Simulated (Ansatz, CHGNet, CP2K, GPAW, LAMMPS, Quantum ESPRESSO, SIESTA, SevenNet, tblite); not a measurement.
**Running glassy 76SiO2-24K2O (mol %) (114 atoms) with tblite**

How near does tblite come to plane waves for glassy 76SiO2-24K2O (mol %) (114 atoms)?

Method: the method is named at each step, in tblite 0.8.0.

## (1) Set-up

The cell holds 114 atoms: 29 Si, 18 K and 67 O. Its edges and angles: a = 12.299 Å, b = 12.299 Å, c = 12.299 Å, α = 90.0°, β = 90.0°, γ = 90.0°. 114 atoms (29 Si, 18 K, 67 O) placed at random at 2.38 g/cm³, melted at 4000 K for 10 ps at fixed volume with the Morse and Coulomb pair potential with partial charges (Pedone, Malavasi, Menziani, Cormack and Segre, J. Phys. Chem. B 110, 11780 (2006)). Quenched from 4000 K to 300 K at 25 K/ps and fixed volume, held 10 ps at zero pressure, then minimised at fixed cell.

The yardstick, on the same geometry:

| Item | Value |
| --- | --- |
| method | Kohn-Sham DFT, PBE, PAW, plane waves (Ansatz 0.2.0); cutoff 420 eV, Γ point, fermi-dirac smearing of 0.05 eV; PAW set soft_2 |
| r.m.s. force component | 0.9849 eV/Å |
| longest force | 3.829 eV/Å |
| pressure | 4.588 GPa |
| gap (highest filled to lowest empty level) | 2.135 eV |
| SCF cycles | 9 |
| time | 38 s on 4 threads of Arm Neoverse V1, shared host |
| CPU time | 2.4 min |

## (2) GFN1-xTB

Method: GFN1-xTB tight binding, diagonalisation.

Input file run.py:

```python
import numpy as np
from ase.io import read
from tblite.ase import TBLite

atoms = read("structure.xyz")
atoms.calc = TBLite(method="GFN1-xTB", electronic_temperature=580, accuracy=1.0, max_iterations=250, mixer_damping=0.4, verbosity=1)
energy = atoms.get_potential_energy()
forces = atoms.get_forces()
print(f"energy {energy:.6f} eV")
print("forces (eV/A)")
for i, (a, f) in enumerate(zip(atoms, forces)):
    print(f"{i:4d} {a.symbol:2s} {f[0]:10.5f} {f[1]:10.5f} {f[2]:10.5f}")
stress = -atoms.get_stress(voigt=False) * 160.21766
print("stress (GPa, compression positive)")
for row in stress:
    print(" ".join(f"{x:10.4f}" for x in row))
print("charges (e)")
print(np.array2string(atoms.get_charges(), precision=4, suppress_small=True, max_line_width=110, threshold=100000))
```

Input file structure.xyz:

```xyz
114
Lattice="12.29903 0.00000 0.00000 0.00000 12.29903 0.00000 0.00000 0.00000 12.29903" Properties=species:S:1:pos:R:3 pbc="T T T"
Si 7.18288 7.78406 4.81458
Si 1.47441 12.01418 4.17466
Si 0.12373 9.59706 5.64181
Si 4.50034 1.15008 7.55948
Si 4.66281 5.68018 10.55478
Si 1.98666 4.07688 10.63030
Si 3.60657 1.82800 12.09634
Si 6.17141 6.29784 2.45452
Si 4.65297 8.59788 6.29870
Si 12.18920 3.26355 8.38019
Si 1.93144 2.03069 6.29637
Si 1.43357 12.10581 1.01319
Si 6.61528 1.76257 11.34733
Si 9.10239 0.34154 5.18724
Si 11.92883 6.18100 7.65565
Si 5.11787 8.78557 11.10811
Si 1.00176 4.62493 1.26409
Si 5.98151 0.84396 4.68507
Si 6.15788 3.52146 8.74154
Si 5.50209 3.93138 0.80448
Si 4.35841 10.59291 3.89867
Si 7.83559 7.84186 0.16727
Si 11.08081 5.84720 3.00576
Si 5.53124 10.68798 8.55188
Si 3.17721 9.46865 1.25475
Si 2.99346 6.71589 2.58390
Si 9.82151 8.20198 6.32650
Si 8.69025 10.68491 7.77188
Si 1.16730 6.70691 5.02920
K 7.38003 10.94257 2.04533
K 11.78813 0.04711 7.67127
K 9.25219 4.21365 5.93896
K 11.87065 3.01892 4.52408
K 3.17069 5.11898 7.50462
K 8.04627 3.02101 2.87834
K 11.09938 1.38967 2.15184
K 8.88507 1.74351 8.25277
K 7.75442 6.59892 8.65667
K 8.34046 10.61615 11.03666
K 10.39539 0.66415 10.98143
K 9.56286 9.60837 3.15716
K 3.07008 2.55869 3.19603
K 11.38767 9.32549 9.44959
K 2.09895 8.38314 8.71485
K 5.20839 4.31020 5.12341
K 10.83557 5.85680 11.25878
K 11.52973 9.04766 1.25438
O 7.18190 3.90002 7.65811
O 2.53803 8.12954 1.92037
O 7.57128 0.89820 4.92515
O 1.14861 4.46147 11.94371
O 4.87435 9.81204 7.37782
O 12.29829 5.93662 4.16999
O 6.62869 2.95792 0.19580
O 10.14621 4.63932 3.34509
O 2.03512 10.55872 0.96916
[... 54 atom lines left out ...]
O 11.98627 5.51095 1.62126
O 2.48354 6.51922 4.10173
O 10.70188 7.02914 6.98819
O 0.89193 3.26785 1.99662
```

Command:

```sh
OMP_NUM_THREADS=1 python run.py > output.txt
```

The log of the run:

```text
------------------------------------------------------------
  cycle        total energy    energy error   density error
------------------------------------------------------------
      1     -358.8290280674  -3.6096553E+02   1.0121628E+00
      2      72.61121590156   4.3144024E+02   1.1758943E+00
      3     -266.7640701890  -3.3937529E+02   7.7982104E-01
      4     -311.8927236274  -4.5128653E+01   4.7377715E-01
      5     -374.8960349231  -6.3003311E+01   1.7858370E-01
      6     -384.4881810905  -9.5921462E+00   9.1103015E-02
      7     -382.3108916268   2.1772895E+00   8.4189451E-02
      8     -384.9543613202  -2.6434697E+00   3.1779087E-02
      9     -385.1784186503  -2.2405733E-01   1.8806996E-02
     10     -385.2647419974  -8.6323347E-02   5.1951645E-03
     11     -385.2710914896  -6.3494922E-03   2.3164699E-03
     12     -385.2726825989  -1.5911093E-03   9.5553157E-04
     13     -385.2719446603   7.3793860E-04   1.3893694E-03
     14     -385.2728289883  -8.8432797E-04   2.3790070E-04
     15     -385.2728418653  -1.2876982E-05   1.0899437E-04
     16     -385.2728429882  -1.1229773E-06   6.4559128E-05
     17     -385.2728444743  -1.4860337E-06   3.5335691E-05
     18     -385.2728445767  -1.0239160E-07   1.4235848E-05
------------------------------------------------------------
 total:                                   6.885 sec
energy -10483.808098 eV
forces (eV/A)
   0 Si   -0.96692    1.71246   -0.28021
   1 Si    0.96782    0.09575    0.23471
   2 Si   -0.01864   -0.16050    1.30124
   3 Si    0.45432    0.18034   -0.44609
   4 Si    0.17388   -0.53160    0.20238
   5 Si    0.68244   -0.08653    0.22331
   6 Si    1.31273    0.93888   -0.19848
   7 Si   -0.73038    0.15184    0.03078
   8 Si    0.12610   -0.34351    0.23260
   9 Si    0.40217    0.21733   -0.56371
  10 Si    0.71113    0.88847   -0.70234
  11 Si    0.81587   -0.34717    0.54227
  12 Si   -1.76251    1.11733   -0.37742
  13 Si    0.27437    0.32883    0.64490
  14 Si    0.55063    0.47953   -0.10229
  15 Si    0.09020   -0.16564   -0.15990
  16 Si   -0.08638   -0.16483    0.58546
  17 Si   -0.27504    0.57988   -0.26705
  18 Si   -0.28382   -0.02225    0.25594
  19 Si   -0.92388   -0.32028   -1.08517
  20 Si   -0.15358   -0.04825    0.19627
  21 Si    0.10538   -0.28057   -0.86375
  22 Si    0.56301   -0.38388    0.06712
  23 Si    0.10514   -0.21440   -0.71102
[...]
106 O     1.66421    0.95015    2.37054
 107 O     0.91832   -0.90338    1.69249
 108 O     0.50773   -2.24396    0.65519
 109 O     0.96155    1.74350    0.81918
 110 O    -0.51330    0.53886   -1.27566
 111 O     1.07811   -0.30814    1.01500
 112 O    -0.79433   -0.69994    0.21027
 113 O    -0.04516   -2.16092    0.90955
stress (GPa, compression positive)
    8.6559    -1.4542     0.0739
   -1.4542     6.4835     0.9728
    0.0739     0.9728     7.5222
charges (e)
[ 0.7386  0.7579  0.7441  0.7668  0.7667  0.7589  0.7661  0.7772  0.7232  0.7298  0.7342  0.7279  0.7233
  0.6819  0.7405  0.7531  0.7143  0.7106  0.7236  0.7807  0.7699  0.6944  0.6793  0.7542  0.7603  0.7747
  0.7723  0.7274  0.781   0.3505  0.4039  0.4172  0.4025  0.3822  0.3913  0.3991  0.4126  0.3976  0.3947
  0.4086  0.372   0.3721  0.4187  0.3632  0.3865  0.3786  0.3693 -0.5848 -0.3616 -0.3971 -0.3725 -0.364
 -0.3983 -0.3907 -0.6009 -0.3815 -0.362  -0.5897 -0.3633 -0.395  -0.3568 -0.336  -0.386  -0.3748 -0.3547
 -0.3604 -0.6009 -0.3805 -0.3446 -0.3247 -0.3701 -0.3649 -0.3467 -0.3685 -0.3514 -0.3979 -0.3693 -0.3784
 -0.5755 -0.3319 -0.3744 -0.3652 -0.3716 -0.5897 -0.4011 -0.3839 -0.3549 -0.3413 -0.3509 -0.5915 -0.5724
 -0.3636 -0.5814 -0.3797 -0.3693 -0.3483 -0.3536 -0.3601 -0.3769 -0.574  -0.567  -0.3498 -0.5749 -0.5597
 -0.5904 -0.5661 -0.6103 -0.3742 -0.378  -0.6203 -0.4193 -0.3443 -0.377  -0.5829]
```

Elapsed: 7.7 s, on 1 thread of Arm Neoverse V1, shared host; peak memory 0.15 GiB.

Banners, paths, timers and routine set-up lines are dropped from the logs unmarked, and long logs keep their key lines alone; longer cuts are marked.

Compared with the plane-wave run:

```yaml
r_m_s_force_component: 1.22 eV/Å
r_m_s_difference_of_force_components: 928.2 meV/Å
longest_difference_of_force_vectors: 8549 meV/Å
force_difference_over_r_m_s_force: 94.25 %
slope_of_forces_against_the_reference_s: 0.8227
correlation_of_force_components: 0.6643
pressure: 7.554 GPa
pressure_difference: 2.966 GPa
```

Length of the force difference by element (eV/Å):

| element | atoms | mean | most |
| --- | --- | --- | --- |
| K | 18 | 2.5 | 8.5 |
| O | 67 | 0.29 | 0.54 |
| Si | 29 | 1.4 | 2.3 |

Local excerpt of 9 atoms (numbers count through the whole input) about O110, which has 5 bonded neighbours where the commonest count for O is 3; x, y, z are measured from there.

```csv
atom,x,y,z,distance (Å),bonds,Mulliken charge (e),Fx,Fy,Fz (eV/Å)
O110,0.00,0.00,0.00,0.00,5,-0.62,0.96,1.74,0.82
Si14,-0.90,-1.14,-0.61,1.58,4,0.68,0.27,0.33,0.64
O105,-0.37,-1.67,-1.97,2.61,4,-0.59,0.90,-1.23,-2.61
O82,-1.15,-2.28,0.60,2.62,3,-0.37,-0.02,-0.23,-0.22
O50,-2.43,-0.59,-0.87,2.65,3,-0.40,0.13,0.35,0.09
K37,-1.12,0.26,2.46,2.71,6,0.41,-1.34,0.05,-0.51
K33,1.87,1.54,-1.27,2.73,6,0.40,2.24,1.82,2.37
K32,-0.75,2.73,0.14,2.83,4,0.42,-0.79,1.30,0.39
K31,1.79,-1.44,1.88,2.96,5,0.40,0.72,-0.07,-0.96
```

Atoms are counted from 1 here, from 0 in the log.

Forces lie 94 % from the reference's, at 0.052 times its CPU time (on 1 against 4 cores).

## (3) Summary of results

```
force difference from the reference : tblite GFN1-xTB, 94 %
its CPU time                        : 7.5 s
```

**Reading.** Tight binding differs by 94 % (tblite GFN1-xTB); it is another model, with fitted parameters of its own, and the xTB methods hold dispersion. One electronic-structure run takes under half the reference's CPU time: tblite GFN1-xTB, at 94 % in 7.5 s against 2.4 min, too far off to be of use; its pressure misses by +3.0 GPa. Periodic xTB results under one method name differ between programs and library versions. The quench rate of 25 K/ps is many orders above laboratory rates, so the cell is likely richer in defects and strain than a real sample. The network of bonds at the start is that of the classical potential that made the cell, and needn't be the one that DFT or experiment would give. The reference's pressure of 4.6 GPa belongs to a cell and atoms that aren't relaxed at this level. The electronic-structure runs sample only Γ, in a cell whose shortest periodic width is 12 Å.

[Also dropped from logs without a mark: logging warnings of Python, and SIESTA's first energy breakdown and zero terms.]

[Logs are printed without paths, hosts, clocks, repeated set-up lines and the standing remarks that a program may print on its own settings, such as how far it seeks lower states.]

[Hosts, paths, dates, database ids (printed as entryN), source tags and the programs' standing remarks are cut or masked in the printed files.]
